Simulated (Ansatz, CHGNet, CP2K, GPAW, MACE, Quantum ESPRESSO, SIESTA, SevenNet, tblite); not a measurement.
## H16C6Br2N2O (Pca2_1) (108 atoms) in tblite

Aim: run H16C6Br2N2O (Pca2_1) (108 atoms) in tblite and see how near its forces come to a plane-wave reference, and at what cost.

Main program and level: tblite 0.8.0; the method is named at each step.

### Step 1. Starting point

The cell holds 108 atoms: 64 H, 24 C, 8 Br, 8 N and 4 O. Cell: a = 12.383 Å, b = 8.319 Å, c = 9.881 Å, α = 90.0°, β = 90.0°, γ = 90.0°. It derives from H16C6Br2N2O (Pca2_1), repeated 1×1×1. H16C6Br2N2O, space group Pca2_1, structure from the Crystallography Open Database, 1 x 1 x 1 conventional cells; every coordinate displaced by a Gaussian of 0.02 Å; bonds to H set to neutron lengths (C-H 1.089, N-H 1.015, O-H 0.983, B-H 1.19 Å) where the listed ones are shorter. Then every atom was moved at random, 0.03 Å r.m.s. a Cartesian component (hydrogen 0.6 of that).

The yardstick, on the same geometry:

* method: Kohn-Sham DFT, PBE, SSSP efficiency 1.3.0 pseudopotentials, plane waves (Quantum ESPRESSO 7.5); sssp-pbe-1.3.0-efficiency, cutoffs 60/480 Ry, Γ point
* r.m.s. force component: 1.288 eV/Å
* longest force: 6.804 eV/Å
* pressure: 3.086 GPa
* gap (highest filled to lowest empty level): 4.744 eV
* time: 2.1 min on 2 MPI ranks of Arm Neoverse V1, shared host
* CPU time: 4.3 min

### Step 2. GFN2-xTB

Method: GFN2-xTB tight binding, diagonalisation.

Contents of run.py:

```python
import numpy as np
from ase.io import read
from tblite.ase import TBLite

atoms = read("structure.xyz")
atoms.calc = TBLite(method="GFN2-xTB", electronic_temperature=580, accuracy=1.0, max_iterations=250, mixer_damping=0.4, verbosity=1)
energy = atoms.get_potential_energy()
forces = atoms.get_forces()
print(f"energy {energy:.6f} eV")
print("forces (eV/A)")
for i, (a, f) in enumerate(zip(atoms, forces)):
    print(f"{i:4d} {a.symbol:2s} {f[0]:10.5f} {f[1]:10.5f} {f[2]:10.5f}")
stress = -atoms.get_stress(voigt=False) * 160.21766
print("stress (GPa, compression positive)")
for row in stress:
    print(" ".join(f"{x:10.4f}" for x in row))
print("charges (e)")
print(np.array2string(atoms.get_charges(), precision=4, suppress_small=True, max_line_width=110, threshold=100000))
```

Contents of structure.xyz:

```xyz
108
Lattice="12.38280 0.00000 0.00000 0.00000 8.31850 0.00000 0.00000 0.00000 9.88060" Properties=species:S:1:pos:R:3 pbc="T T T"
H 2.74205 6.14729 1.84797
H 9.70675 2.20124 6.81514
H 8.92812 2.24708 1.87208
H 3.47189 6.15927 6.83253
H 1.16869 5.66889 1.14753
H 11.23058 2.58622 6.04554
H 7.39488 2.68388 1.12530
H 4.93133 5.65916 6.09584
H 1.76046 3.97242 2.63792
H 10.63905 4.35174 7.63039
H 7.94109 4.33211 2.67349
H 4.43118 3.95969 7.69541
H 2.08564 5.14932 3.95431
H 10.31822 3.19231 8.90499
H 8.28446 3.23299 3.97348
H 4.06614 5.13925 8.93295
H 11.80997 5.28824 2.82931
H 0.49940 3.02053 7.81289
H 5.66501 2.98959 2.86014
H 6.75618 5.30279 7.82603
H 12.10877 3.90853 3.64298
H 0.25026 4.46429 8.56638
H 5.93223 4.43925 3.62262
H 6.40773 3.87559 8.53605
H 0.46745 5.34297 5.58728
H 11.90656 3.00564 0.63354
H 6.66405 2.98318 5.59943
H 5.70315 5.31993 0.64589
H 11.19232 5.01131 5.23958
H 1.24682 3.28556 0.31065
H 4.93120 3.30769 5.25431
H 7.39748 5.00890 0.29662
H 11.58089 7.26837 3.78881
H 0.82643 1.03025 8.76992
H 5.35729 1.04306 3.80759
H 7.01882 7.22628 8.70659
H 10.88782 7.20981 5.41971
H 1.51305 1.06984 0.43603
H 4.70398 1.10902 5.36428
H 7.71399 7.22395 0.45569
H 0.22945 0.56158 5.16993
H 12.16090 7.75342 0.18091
H 6.45181 7.70576 5.08288
H 5.99749 0.52997 0.19564
H 0.58335 7.76881 6.30086
H 11.77456 0.53721 1.37311
H 6.77624 0.57581 6.33722
H 5.61770 7.83553 1.37637
H 2.18569 6.70887 4.86936
H 10.15575 1.65289 9.79563
H 8.39938 1.64839 4.83458
H 3.97067 6.67601 9.78011
H 2.55395 0.04875 5.25016
H 9.81015 8.31592 0.33792
H 8.77730 8.23057 5.27832
H 3.63299 0.04076 0.34345
[... 48 atom lines left out ...]
O 1.10281 7.35988 2.41116
O 11.19975 0.99464 7.36599
O 7.29892 1.09621 2.40869
O 5.01479 7.28867 7.29287
```

The run is started by

```console
OMP_NUM_THREADS=1 python run.py > output.txt
```

What it wrote:

```text
------------------------------------------------------------
  cycle        total energy    energy error   density error
------------------------------------------------------------
      1     -156.1234100158  -1.5763875E+02   1.5127380E-01
      2     -156.3956761491  -2.7226613E-01   8.3288968E-02
      3     -156.4205343409  -2.4858192E-02   2.2344378E-02
      4     -156.4229308243  -2.3964834E-03   7.1472538E-03
      5     -156.4233702438  -4.3941953E-04   3.2092237E-03
      6     -156.4234490170  -7.8773216E-05   1.8251000E-03
      7     -156.4234880847  -3.9067669E-05   1.0274595E-03
      8     -156.4235045649  -1.6480265E-05   5.5239522E-04
      9     -156.4235104603  -5.8953120E-06   1.9116774E-04
     10     -156.4235108038  -3.4359135E-07   7.3339817E-05
     11     -156.4235108699  -6.6095510E-08   4.4189235E-05
     12     -156.4235108940  -2.4077650E-08   2.5025149E-05
     13     -156.4235109053  -1.1297459E-08   1.2398558E-05
------------------------------------------------------------
 total:                                   9.119 sec
energy -4256.500539 eV
forces (eV/A)
   0 H    -0.48445   -0.05961   -0.04229
   1 H    -0.22515    0.40124   -0.37735
   2 H     0.97734   -0.31221   -0.09911
   3 H    -1.75535   -0.31991   -0.29803
   4 H    -0.61832    0.24842   -1.08301
   5 H     1.24083    0.18406   -1.73267
   6 H     0.26262   -0.81771    0.60225
   7 H     1.18411   -0.41576   -1.86076
   8 H    -0.09673    0.34922    0.29763
   9 H     0.23884    0.00328   -0.05123
  10 H    -0.06294    0.64064   -0.23448
  11 H    -0.59766   -1.50649   -0.64870
  12 H     0.01287   -0.40287   -0.22440
  13 H     0.26934    0.21683   -0.75101
  14 H    -0.04980    0.22153   -0.13706
  15 H    -0.04625   -0.31345    0.06459
  16 H    -0.33686   -0.06988   -0.39874
  17 H     1.64746   -0.58419   -1.67282
  18 H    -0.89286   -0.14090   -0.67394
  19 H     0.16906   -0.36869   -0.48782
  20 H    -0.41941   -2.29752   -0.00891
  21 H     0.30518    0.44405    0.05525
  22 H    -0.30314    0.71329    0.03489
  23 H     1.14071   -4.03865    0.18444
[...]
100 N    -2.33417   -0.63771   -0.39137
 101 N    -0.95877   -3.30491   -0.05621
 102 N     0.88419   -1.65736   -3.31441
 103 N     0.12978   -0.01155    4.11075
 104 O     0.06787   -2.40709   -1.34953
 105 O     3.05054    1.32354   -2.26546
 106 O     0.81791   -2.09457    0.67966
 107 O     1.23465   -0.29182    0.28005
stress (GPa, compression positive)
   -1.0918     0.7196    -0.1600
    0.7196    -0.3666     0.0007
   -0.1600     0.0007    -0.1144
charges (e)
[ 0.0755  0.0675  0.0605  0.076   0.0851  0.0929  0.06    0.0883  0.1099  0.1042  0.0992  0.1135  0.0961
  0.0892  0.0871  0.096   0.2676  0.2701  0.2691  0.2701  0.2741  0.272   0.2686  0.274   0.1113  0.0998
  0.1078  0.1057  0.1095  0.1131  0.1078  0.1089  0.1206  0.1094  0.1173  0.1026  0.1088  0.1065  0.1047
  0.1002  0.2765  0.2762  0.2811  0.2763  0.2674  0.2643  0.2683  0.2592  0.083   0.0775  0.0886  0.0781
  0.1002  0.0936  0.1019  0.1024  0.0704  0.0855  0.085   0.0851  0.0364  0.062   0.0672  0.0428  0.0486
  0.0535  0.0778  0.0579 -0.0185 -0.025  -0.0298 -0.0255 -0.0257 -0.0231 -0.0203 -0.0184 -0.0293 -0.018
 -0.0236 -0.0191 -0.0322 -0.0165 -0.0265 -0.023   0.0754  0.0828  0.0561  0.067  -0.8252 -0.8589 -0.8528
 -0.8315 -0.9228 -0.9093 -0.9114 -0.9397 -0.0916 -0.0881 -0.0901 -0.0911 -0.0403 -0.0478 -0.0583 -0.0349
 -0.3158 -0.3272 -0.3064 -0.3312]
```

Run time: 9.6 s. Hardware: 1 thread of Arm Neoverse V1, shared host; peak memory 0.14 GiB.

Banners, paths, timers and routine set-up lines are dropped from the logs unmarked, and long logs keep their key lines alone; longer cuts are marked.

Numbers from this run, and their distance from the reference:

```yaml
r_m_s_force_component: 1.154 eV/Å
r_m_s_difference_of_force_components: 263.5 meV/Å
longest_difference_of_force_vectors: 1021 meV/Å
force_difference_over_r_m_s_force: 20.46 %
slope_of_forces_against_the_reference_s: 0.8805
correlation_of_force_components: 0.9827
pressure: -0.5243 GPa
pressure_difference: -3.61 GPa
```

Length of the force difference by element (eV/Å):

| element | atoms | mean | most |
| --- | --- | --- | --- |
| Br | 8 | 0.12 | 0.18 |
| C | 24 | 0.73 | 0.92 |
| H | 64 | 0.26 | 0.55 |
| N | 8 | 0.45 | 0.84 |
| O | 4 | 0.75 | 1.0 |

A closer look about N100, which bears the longest force: 9 atoms, nearest first, numbered in the order of the input, with positions taken from that point.

| atom | x | y | z | distance (Å) | bonds | Mulliken charge (e) | Fx | Fy | Fz (eV/Å) |
| --- | --- | --- | --- | --- | --- | --- | --- | --- | --- |
| N100 | 0.00 | 0.00 | 0.00 | 0.00 | 4 | -0.09 | -2.79 | 5.69 | -0.57 |
| H24 | 0.24 | -0.92 | 0.00 | 0.95 | 1 | 0.27 | 1.14 | -4.04 | 0.18 |
| H20 | 0.59 | 0.51 | -0.71 | 1.06 | 1 | 0.27 | 0.17 | -0.37 | -0.49 |
| C76 | 0.34 | 0.69 | 1.27 | 1.48 | 4 | -0.02 | -1.03 | -0.37 | 0.86 |
| C72 | -1.50 | 0.11 | -0.47 | 1.57 | 4 | -0.03 | 2.31 | 1.88 | 0.64 |
| H32 | 1.23 | 0.22 | 1.64 | 2.06 | 1 | 0.11 | 0.51 | -0.27 | 0.19 |
| H12 | -1.74 | -0.83 | -0.85 | 2.11 | 1 | 0.11 | -0.60 | -1.51 | -0.65 |
| H28 | -0.47 | 0.53 | 1.99 | 2.11 | 1 | 0.11 | -0.05 | -0.47 | 0.16 |
| H16 | -2.10 | 0.35 | 0.39 | 2.17 | 1 | 0.10 | -0.05 | -0.31 | 0.06 |

Atoms are counted from 1 here, from 0 in the log.

Forces lie 20 % from the reference's, at 0.037 times its CPU time (on 1 against 2 cores).

### Step 3. Summary of results

```
force difference from the reference : tblite GFN2-xTB, 20 %
its CPU time                        : 9.6 s
```

**Reading.** Tight binding differs by 20 % (tblite GFN2-xTB); it is another model, with fitted parameters of its own, and the xTB methods hold dispersion. One electronic-structure run takes under half the reference's CPU time: tblite GFN2-xTB, at 20 % in 9.6 s against 4.3 min; its pressure misses by -3.6 GPa. Periodic xTB results under one method name differ between programs and library versions. The reference's pressure holds the uncorrected Pulay stress of its 60 Ry basis, so small pressure differences, and their order, may be the reference's own error. The reference's PBE has no dispersion term, which matters for the binding between molecules or layers. The published positions, changed by the recipe (random displacements or longer bonds to H), lie far from the minimum at this level of theory. The reference's pressure of 3.1 GPa belongs to a cell and atoms that aren't relaxed at this level. The electronic-structure runs sample only Γ, in a cell whose shortest periodic width is 8 Å.

[Also dropped from logs without a mark: logging warnings of Python, and SIESTA's first energy breakdown and zero terms.]

[Logs are printed without paths, hosts, clocks, repeated set-up lines and the standing remarks that a program may print on its own settings, such as how far it seeks lower states.]

[Hosts, paths, dates, database ids (printed as entryN), source tags and the programs' standing remarks are cut or masked in the printed files.]
